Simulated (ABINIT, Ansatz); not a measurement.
# SnH2 (Fm-3m): zone-centre phonons, part 2 of 2

Which modes does SnH2 (Fm-3m) have at the zone centre?

ABINIT 10.8.3; DFT LDA, scalar-relativistic, plane waves, HGH norm-conserving pseudopotentials.

So far. Step 2 (Relaxation): The volume changes by -0.3 % from the cell with which this run began. Step 4 (Linear response at Γ): The acoustic modes at Γ come out as far as 0.7 cm⁻¹ from zero, where they should vanish, a small numerical error. The lowest optical mode is imaginary, 319i cm⁻¹, an instability at this level and on this k mesh. The relaxed cell has a = 5.233 Å (conventional setting).

The structure was built from a prototype and need not be the compound's stable phase.

### Step 5. Zone-centre analysis

anaddb reads the merged derivatives and imposes the acoustic sum rule.

File anaddb.abi:

```
ddb_filepath "gamma_DDB"
output_file "anaddb.abo"
outdata_prefix "anaddb"
asr 1
chneut 1
enunit 2
eivec 1
nph1l 1
qph1l 0.0 0.0 0.0 1.0
```

File mrgddb.in:

```
gamma_DDB
merged
2
dfpt_gammao_DDB
gso_DDB
```

Run with:

```sh
$ mrgddb < mrgddb.in > mrgddb.log
$ OMP_NUM_THREADS=1 anaddb anaddb.abi > anaddb.log
```

anaddb.abo, the main output file:

```text
-outvars_anaddb: echo values of input variables ----------------------

 Miscellaneous information :
      enunit         2
       eivec         1
         asr         1
 First list of wavevector (reduced coord.) :
       nph1l         1
       qph1l
                     0.00000000E+00  0.00000000E+00  0.00000000E+00    1.000E+00

================================================================================

 read the DDB information and perform some checks

  ==== Info on the Cryst% object ====
 Real(R)+Recip(G) space primitive vectors, cartesian coordinates (Bohr,Bohr^-1):
 R(1)= -4.9443953  0.0000000  4.9443953  G(1)= -0.1011246 -0.1011246  0.1011246
 R(2)=  0.0000000  4.9443953  4.9443953  G(2)=  0.1011246  0.1011246  0.1011246
 R(3)= -4.9443953  4.9443953  0.0000000  G(3)= -0.1011246  0.1011246 -0.1011246
 Unit cell volume ucvol=  2.4175171E+02 bohr^3
 Angles (23,13,12)=  6.00000000E+01  6.00000000E+01  6.00000000E+01 degrees
 Time-reversal symmetry is present
 Reduced atomic positions [iatom, xred, symbol]:
    1)    0.0000000  0.0000000  0.0000000  Sn
    2)    0.7500000  0.7500000  0.7500000   H
    3)    0.2500000  0.2500000  0.2500000   H

 DDB file with 3 blocks has been read.

================================================================================

 Treat the first list of vectors

  Phonon wavevector (reduced coordinates) :  0.00000  0.00000  0.00000
 Phonon energies in Hartree :
  -1.452657E-03 -1.452657E-03 -1.452657E-03  1.183649E-08  1.195161E-08
   1.229103E-08  2.939391E-03  2.939391E-03  2.939391E-03
 Phonon energies in meV     :
- -3.952882E+01 -3.952882E+01 -3.952882E+01  3.220872E-04  3.252198E-04
-  3.344559E-04  7.998491E+01  7.998491E+01  7.998491E+01
 Phonon frequencies in cm-1    :
- -3.188214E+02 -3.188214E+02 -3.188214E+02  2.597808E-03  2.623075E-03
-  2.697569E-03  6.451218E+02  6.451218E+02  6.451218E+02
 Phonon frequencies in Thz     :
- -9.558026E+00 -9.558026E+00 -9.558026E+00  7.788034E-05  7.863780E-05
-  8.087108E-05  1.934027E+01  1.934027E+01  1.934027E+01
 Phonon energies in Kelvin  :
- -4.587129E+02 -4.587129E+02 -4.587129E+02  3.737667E-03  3.774019E-03
-  3.881200E-03  9.281864E+02  9.281864E+02  9.281864E+02

 Eigendisplacements
 (will be given, for each mode : in cartesian coordinates
   for each atom the real part of the displacement vector,
   then the imaginary part of the displacement vector - absolute values smaller than 1.0d-7 are set to zero)
  Mode number    1   Energy   -1.452657E-03
 Attention : low frequency mode.
   (Could be unstable or acoustic mode)
-  1  0.00000000E+00  3.18059128E-07  2.77767571E-04
-     0.00000000E+00  0.00000000E+00  0.00000000E+00
-  2 -6.52542475E-07 -1.87308533E-05 -1.63580390E-02
-     0.00000000E+00  0.00000000E+00  0.00000000E+00
-  3 -6.52542475E-07 -1.87308533E-05 -1.63580390E-02
-     0.00000000E+00  0.00000000E+00  0.00000000E+00
  Mode number    2   Energy   -1.452657E-03
 Attention : low frequency mode.
   (Could be unstable or acoustic mode)
-  1  0.00000000E+00  2.77767568E-04 -3.18060650E-07
-     0.00000000E+00  0.00000000E+00  0.00000000E+00
-  2 -2.25156445E-06 -1.63580389E-02  1.87309430E-05
-     0.00000000E+00  0.00000000E+00  0.00000000E+00
-  3 -2.25156445E-06 -1.63580389E-02  1.87309430E-05
-     0.00000000E+00  0.00000000E+00  0.00000000E+00
  Mode number    3   Energy   -1.452657E-03
 Attention : low frequency mode.
   (Could be unstable or acoustic mode)
-  1  2.77767750E-04  0.00000000E+00  0.00000000E+00
-     0.00000000E+00  0.00000000E+00  0.00000000E+00
-  2 -1.63580496E-02  2.25231017E-06  6.49963878E-07
-     0.00000000E+00  0.00000000E+00  0.00000000E+00
-  3 -1.63580496E-02  2.25231017E-06  6.49963878E-07
-     0.00000000E+00  0.00000000E+00  0.00000000E+00
  Mode number    4   Energy    1.183649E-08
 Attention : low frequency mode.
   (Could be unstable or acoustic mode)
-  1  0.00000000E+00  0.00000000E+00 -2.13167117E-03
-     0.00000000E+00  0.00000000E+00  0.00000000E+00
-  2  0.00000000E+00  0.00000000E+00 -2.13153830E-03
-     0.00000000E+00  0.00000000E+00  0.00000000E+00
-  3  0.00000000E+00  0.00000000E+00 -2.13153830E-03
-     0.00000000E+00  0.00000000E+00  0.00000000E+00
  Mode number    5   Energy    1.195161E-08
 Attention : low frequency mode.
   (Could be unstable or acoustic mode)
-  1  0.00000000E+00 -2.13167117E-03  0.00000000E+00
-     0.00000000E+00  0.00000000E+00  0.00000000E+00
-  2  0.00000000E+00 -2.13153830E-03  0.00000000E+00
-     0.00000000E+00  0.00000000E+00  0.00000000E+00
-  3  0.00000000E+00 -2.13153830E-03  0.00000000E+00
-     0.00000000E+00  0.00000000E+00  0.00000000E+00
  Mode number    6   Energy    1.229103E-08
 Attention : low frequency mode.
   (Could be unstable or acoustic mode)
-  1  2.13167117E-03  0.00000000E+00  0.00000000E+00
-     0.00000000E+00  0.00000000E+00  0.00000000E+00
-  2  2.13153830E-03  0.00000000E+00  0.00000000E+00
-     0.00000000E+00  0.00000000E+00  0.00000000E+00
-  3  2.13153830E-03  0.00000000E+00  0.00000000E+00
-     0.00000000E+00  0.00000000E+00  0.00000000E+00
  Mode number    7   Energy    2.939391E-03
-  1  0.00000000E+00  0.00000000E+00  0.00000000E+00
-     0.00000000E+00  0.00000000E+00  0.00000000E+00
-  2  9.75258800E-07 -1.04144678E-06  1.64963404E-02
-     0.00000000E+00  0.00000000E+00  0.00000000E+00
-  3 -9.75258800E-07  1.04144678E-06 -1.64963404E-02
-     0.00000000E+00  0.00000000E+00  0.00000000E+00
  Mode number    8   Energy    2.939391E-03
-  1  0.00000000E+00  0.00000000E+00  0.00000000E+00
-     0.00000000E+00  0.00000000E+00  0.00000000E+00
-  2  2.11701431E-06  1.64963403E-02  1.04132162E-06
-     0.00000000E+00  0.00000000E+00  0.00000000E+00
-  3 -2.11701431E-06 -1.64963403E-02 -1.04132162E-06
-     0.00000000E+00  0.00000000E+00  0.00000000E+00
  Mode number    9   Energy    2.939391E-03
-  1  0.00000000E+00  0.00000000E+00  0.00000000E+00
-     0.00000000E+00  0.00000000E+00  0.00000000E+00
-  2  1.64963403E-02 -2.11695274E-06 -9.75392441E-07
-     0.00000000E+00  0.00000000E+00  0.00000000E+00
-  3 -1.64963403E-02  2.11695274E-06  9.75392441E-07
-     0.00000000E+00  0.00000000E+00  0.00000000E+00

 Analysis of degeneracies and characters (maximum tolerance=1.00E-06 a.u.)
 For each vibration mode, or group of modes if degenerate,
 the characters are given for each symmetry operation (see the list in the log file).
 Symmetry characters of vibration mode #   1
       degenerate with vibration modes #   2 to    3
  3.0 -3.0 -1.0  1.0 -1.0  1.0 -1.0  1.0  1.0 -1.0 -1.0  1.0  1.0 -1.0 -1.0  1.0
 -0.0  0.0  0.0 -0.0 -0.0  0.0  0.0 -0.0  1.0 -1.0 -1.0  1.0 -1.0  1.0  1.0 -1.0
 -0.0  0.0 -0.0  0.0  0.0 -0.0  0.0 -0.0  1.0 -1.0  1.0 -1.0 -1.0  1.0 -1.0  1.0
 Symmetry characters of vibration mode #   4
       degenerate with vibration modes #   5 to    6
  3.0 -3.0 -1.0  1.0 -1.0  1.0 -1.0  1.0  1.0 -1.0 -1.0  1.0  1.0 -1.0 -1.0  1.0
  0.0 -0.0 -0.0  0.0  0.0 -0.0 -0.0  0.0  1.0 -1.0 -1.0  1.0 -1.0  1.0  1.0 -1.0
  0.0 -0.0  0.0 -0.0 -0.0  0.0 -0.0  0.0  1.0 -1.0  1.0 -1.0 -1.0  1.0 -1.0  1.0
 Symmetry characters of vibration mode #   7
       degenerate with vibration modes #   8 to    9
  3.0  3.0 -1.0 -1.0 -1.0 -1.0 -1.0 -1.0  1.0  1.0 -1.0 -1.0  1.0  1.0 -1.0 -1.0
  0.0  0.0 -0.0 -0.0  0.0  0.0 -0.0 -0.0  1.0  1.0 -1.0 -1.0 -1.0 -1.0  1.0  1.0
  0.0  0.0  0.0  0.0 -0.0 -0.0 -0.0 -0.0  1.0  1.0  1.0  1.0 -1.0 -1.0 -1.0 -1.0
-
```

Elapsed: 0.68 s, on 1 thread of Intel Xeon at 2.70GHz, shared host.

Numbers from this step:

```
lowest optical zone-centre mode : -318.8 cm⁻¹
```

No LO-TO term; unit eigenvectors of the mass-weighted matrix, from anaddb's displacements. Modes at Γ, with each element's share of the kinetic energy (negative means imaginary):

```
mode  frequency (cm⁻¹)  symmetry  Sn %  H %
   1            -318.8       T1u     2   98
   2            -318.8       T1u     2   98
   3            -318.8       T1u     2   98
   4               0.0  acoustic    98    2
   5               0.0  acoustic    98    2
   6               0.0  acoustic    98    2
   7             645.1       T2g     0  100
   8             645.1       T2g     0  100
   9             645.1       T2g     0  100
```

Displacements in mode 1 (-318.8 cm⁻¹), the largest set to 1:
```
Sn1  0.00  0.00  0.02
H2   0.00  0.00 -1.00
H3   0.00  0.00 -1.00
```

Displacements in mode 7 (645.1 cm⁻¹), the largest set to 1:
```
Sn1  0.00  0.00  0.00
H2   0.00  0.00  1.00
H3   0.00  0.00 -1.00
```

The rule moves no optical mode by more than 0.1 cm⁻¹.

### Step 6. Sum rules set otherwise (asr 0)

Without the rule the raw error of the acoustic modes shows.

anaddb.abi: that of step 5 with these lines changed.

```diff
@@ -3,4 +3,4 @@
 outdata_prefix "anaddb"
-asr 1
-chneut 1
+asr 0
+chneut 0
 enunit 2
```

mrgddb.in is that of step 5.

anaddb.abo, the main output file:

```text
-outvars_anaddb: echo values of input variables ----------------------

 Miscellaneous information :
      enunit         2
       eivec         1
      chneut         0
 First list of wavevector (reduced coord.) :
       nph1l         1
       qph1l
                     0.00000000E+00  0.00000000E+00  0.00000000E+00    1.000E+00

================================================================================

 read the DDB information and perform some checks

  ==== Info on the Cryst% object ====
 Real(R)+Recip(G) space primitive vectors, cartesian coordinates (Bohr,Bohr^-1):
 R(1)= -4.9443953  0.0000000  4.9443953  G(1)= -0.1011246 -0.1011246  0.1011246
 R(2)=  0.0000000  4.9443953  4.9443953  G(2)=  0.1011246  0.1011246  0.1011246
 R(3)= -4.9443953  4.9443953  0.0000000  G(3)= -0.1011246  0.1011246 -0.1011246
 Unit cell volume ucvol=  2.4175171E+02 bohr^3
 Angles (23,13,12)=  6.00000000E+01  6.00000000E+01  6.00000000E+01 degrees
 Time-reversal symmetry is present
 Reduced atomic positions [iatom, xred, symbol]:
    1)    0.0000000  0.0000000  0.0000000  Sn
    2)    0.7500000  0.7500000  0.7500000   H
    3)    0.2500000  0.2500000  0.2500000   H

 DDB file with 3 blocks has been read.

================================================================================

 Treat the first list of vectors

  Phonon wavevector (reduced coordinates) :  0.00000  0.00000  0.00000
 Phonon energies in Hartree :
  -1.452828E-03 -1.452828E-03 -1.452828E-03 -3.277054E-06 -3.277054E-06
  -3.277052E-06  2.939306E-03  2.939306E-03  2.939306E-03
 Phonon energies in meV     :
- -3.953345E+01 -3.953345E+01 -3.953345E+01 -8.917318E-02 -8.917317E-02
- -8.917314E-02  7.998258E+01  7.998258E+01  7.998258E+01
 Phonon frequencies in cm-1    :
- -3.188588E+02 -3.188588E+02 -3.188588E+02 -7.192302E-01 -7.192301E-01
- -7.192298E-01  6.451031E+02  6.451031E+02  6.451031E+02
 Phonon frequencies in Thz     :
- -9.559147E+00 -9.559147E+00 -9.559147E+00 -2.156198E-02 -2.156198E-02
- -2.156197E-02  1.933970E+01  1.933970E+01  1.933970E+01
 Phonon energies in Kelvin  :
- -4.587667E+02 -4.587667E+02 -4.587667E+02 -1.034812E+00 -1.034812E+00
- -1.034811E+00  9.281594E+02  9.281594E+02  9.281594E+02

 Eigendisplacements
 (will be given, for each mode : in cartesian coordinates
   for each atom the real part of the displacement vector,
   then the imaginary part of the displacement vector - absolute values smaller than 1.0d-7 are set to zero)
  Mode number    1   Energy   -1.452828E-03
 Attention : low frequency mode.
   (Could be unstable or acoustic mode)
-  1  0.00000000E+00 -5.15172935E-07 -2.77702452E-04
-     0.00000000E+00  0.00000000E+00  0.00000000E+00
-  2 -5.06184655E-06  3.03463039E-05  1.63580857E-02
-     0.00000000E+00  0.00000000E+00  0.00000000E+00
-  3 -5.06184655E-06  3.03463039E-05  1.63580857E-02
-     0.00000000E+00  0.00000000E+00  0.00000000E+00
  Mode number    2   Energy   -1.452828E-03
 Attention : low frequency mode.
   (Could be unstable or acoustic mode)
-  1  1.10912360E-07  2.77702443E-04 -5.15138598E-07
-     0.00000000E+00  0.00000000E+00  0.00000000E+00
-  2 -6.53330163E-06 -1.63580851E-02  3.03442812E-05
-     0.00000000E+00  0.00000000E+00  0.00000000E+00
-  3 -6.53330163E-06 -1.63580851E-02  3.03442812E-05
-     0.00000000E+00  0.00000000E+00  0.00000000E+00
  Mode number    3   Energy   -1.452828E-03
 Attention : low frequency mode.
   (Could be unstable or acoustic mode)
-  1  2.77702908E-04 -1.10752760E-07  0.00000000E+00
-     0.00000000E+00  0.00000000E+00  0.00000000E+00
-  2 -1.63581125E-02  6.52390036E-06 -5.07395751E-06
-     0.00000000E+00  0.00000000E+00  0.00000000E+00
-  3 -1.63581125E-02  6.52390036E-06 -5.07395751E-06
-     0.00000000E+00  0.00000000E+00  0.00000000E+00
  Mode number    4   Energy   -3.277054E-06
 Attention : low frequency mode.
   (Could be unstable or acoustic mode)
-  1  0.00000000E+00  0.00000000E+00 -2.13167961E-03
-     0.00000000E+00  0.00000000E+00  0.00000000E+00
-  2  0.00000000E+00  0.00000000E+00 -2.13104096E-03
-     0.00000000E+00  0.00000000E+00  0.00000000E+00
-  3  0.00000000E+00  0.00000000E+00 -2.13104096E-03
-     0.00000000E+00  0.00000000E+00  0.00000000E+00
  Mode number    5   Energy   -3.277054E-06
 Attention : low frequency mode.
   (Could be unstable or acoustic mode)
-  1  0.00000000E+00  2.13167961E-03  0.00000000E+00
-     0.00000000E+00  0.00000000E+00  0.00000000E+00
-  2  0.00000000E+00  2.13104096E-03  0.00000000E+00
-     0.00000000E+00  0.00000000E+00  0.00000000E+00
-  3  0.00000000E+00  2.13104096E-03  0.00000000E+00
-     0.00000000E+00  0.00000000E+00  0.00000000E+00
  Mode number    6   Energy   -3.277052E-06
 Attention : low frequency mode.
   (Could be unstable or acoustic mode)
-  1  2.13167961E-03  0.00000000E+00  0.00000000E+00
-     0.00000000E+00  0.00000000E+00  0.00000000E+00
-  2  2.13104096E-03  0.00000000E+00  0.00000000E+00
-     0.00000000E+00  0.00000000E+00  0.00000000E+00
-  3  2.13104096E-03  0.00000000E+00  0.00000000E+00
-     0.00000000E+00  0.00000000E+00  0.00000000E+00
  Mode number    7   Energy    2.939306E-03
-  1  0.00000000E+00  0.00000000E+00  0.00000000E+00
-     0.00000000E+00  0.00000000E+00  0.00000000E+00
-  2  0.00000000E+00  0.00000000E+00  1.64963405E-02
-     0.00000000E+00  0.00000000E+00  0.00000000E+00
-  3  0.00000000E+00  0.00000000E+00 -1.64963405E-02
-     0.00000000E+00  0.00000000E+00  0.00000000E+00
  Mode number    8   Energy    2.939306E-03
-  1  0.00000000E+00  0.00000000E+00  0.00000000E+00
-     0.00000000E+00  0.00000000E+00  0.00000000E+00
-  2  1.33216829E-06  1.64963404E-02  0.00000000E+00
-     0.00000000E+00  0.00000000E+00  0.00000000E+00
-  3 -1.33216829E-06 -1.64963404E-02  0.00000000E+00
-     0.00000000E+00  0.00000000E+00  0.00000000E+00
  Mode number    9   Energy    2.939306E-03
-  1  0.00000000E+00  0.00000000E+00  0.00000000E+00
-     0.00000000E+00  0.00000000E+00  0.00000000E+00
-  2  1.64963404E-02 -1.33216829E-06  0.00000000E+00
-     0.00000000E+00  0.00000000E+00  0.00000000E+00
-  3 -1.64963404E-02  1.33216829E-06  0.00000000E+00
-     0.00000000E+00  0.00000000E+00  0.00000000E+00

 Analysis of degeneracies and characters (maximum tolerance=1.00E-06 a.u.)
 For each vibration mode, or group of modes if degenerate,
 the characters are given for each symmetry operation (see the list in the log file).
 Symmetry characters of vibration mode #   1
       degenerate with vibration modes #   2 to    3
  3.0 -3.0 -1.0  1.0 -1.0  1.0 -1.0  1.0  1.0 -1.0 -1.0  1.0  1.0 -1.0 -1.0  1.0
  0.0 -0.0 -0.0  0.0  0.0 -0.0 -0.0  0.0  1.0 -1.0 -1.0  1.0 -1.0  1.0  1.0 -1.0
  0.0 -0.0  0.0 -0.0 -0.0  0.0 -0.0  0.0  1.0 -1.0  1.0 -1.0 -1.0  1.0 -1.0  1.0
 Symmetry characters of vibration mode #   4
       degenerate with vibration modes #   5 to    6
  3.0 -3.0 -1.0  1.0 -1.0  1.0 -1.0  1.0  1.0 -1.0 -1.0  1.0  1.0 -1.0 -1.0  1.0
  0.0 -0.0 -0.0  0.0  0.0 -0.0 -0.0  0.0  1.0 -1.0 -1.0  1.0 -1.0  1.0  1.0 -1.0
  0.0 -0.0  0.0 -0.0 -0.0  0.0 -0.0  0.0  1.0 -1.0  1.0 -1.0 -1.0  1.0 -1.0  1.0
 Symmetry characters of vibration mode #   7
       degenerate with vibration modes #   8 to    9
  3.0  3.0 -1.0 -1.0 -1.0 -1.0 -1.0 -1.0  1.0  1.0 -1.0 -1.0  1.0  1.0 -1.0 -1.0
  0.0  0.0 -0.0 -0.0  0.0  0.0 -0.0 -0.0  1.0  1.0 -1.0 -1.0 -1.0 -1.0  1.0  1.0
  0.0  0.0  0.0  0.0 -0.0 -0.0 -0.0 -0.0  1.0  1.0  1.0  1.0 -1.0 -1.0 -1.0 -1.0
-
```

Run time: 0.73 s. Hardware: 1 thread.

Numbers from this step:

| Quantity | Value |
| --- | --- |
| lowest optical zone-centre mode | -318.9 cm⁻¹ |

Zone-centre frequencies as printed; negative means imaginary. Modes:

```
mode  frequency (cm⁻¹)
   1            -318.9
   2            -318.9
   3            -318.9
   4             -0.72
   5             -0.72
   6             -0.72
   7             645.1
   8             645.1
   9             645.1
```

### Step 7. Results

| Property | Result |
| --- | --- |
| space group after relaxation | Fm-3m |
| volume per atom | 11.9 Å³ |
| highest optical zone-centre mode (no LO-TO term) | 645.1 cm⁻¹ |
| lowest optical zone-centre mode | -318.8 cm⁻¹ |
| imaginary optical modes at the zone centre (no q mesh in this session) | yes |

What this shows: At the LDA level the optical modes of SnH2 (Fm-3m) at the zone centre run from 319i to 645 cm⁻¹, so the structure is a saddle point, with 3 modes beyond 10i cm⁻¹ there. The base run is for a cell under -0.36 GPa; after a relaxation such a stress comes from settings that changed since (cutoff, k mesh or smearing). These are harmonic frequencies at zero temperature: anharmonic shifts and linewidths and thermal expansion are left out. The HGH files keep few electrons and have no core correction, which is cheap but rough for Sn. In a metal the frequencies hang on the k mesh and the smearing, most of all near Kohn anomalies. The structure is a hypothetical one, built on a prototype.

[Host names and launcher messages were left out of these logs when they were recorded.]

[Logs are printed without paths, hosts, clocks, repeated set-up lines and the standing remarks that a program may print on its own settings, such as how far it seeks lower states.]

[Hosts, paths, dates, database ids (printed as entryN), source tags and the programs' standing remarks are cut or masked in the printed files.]
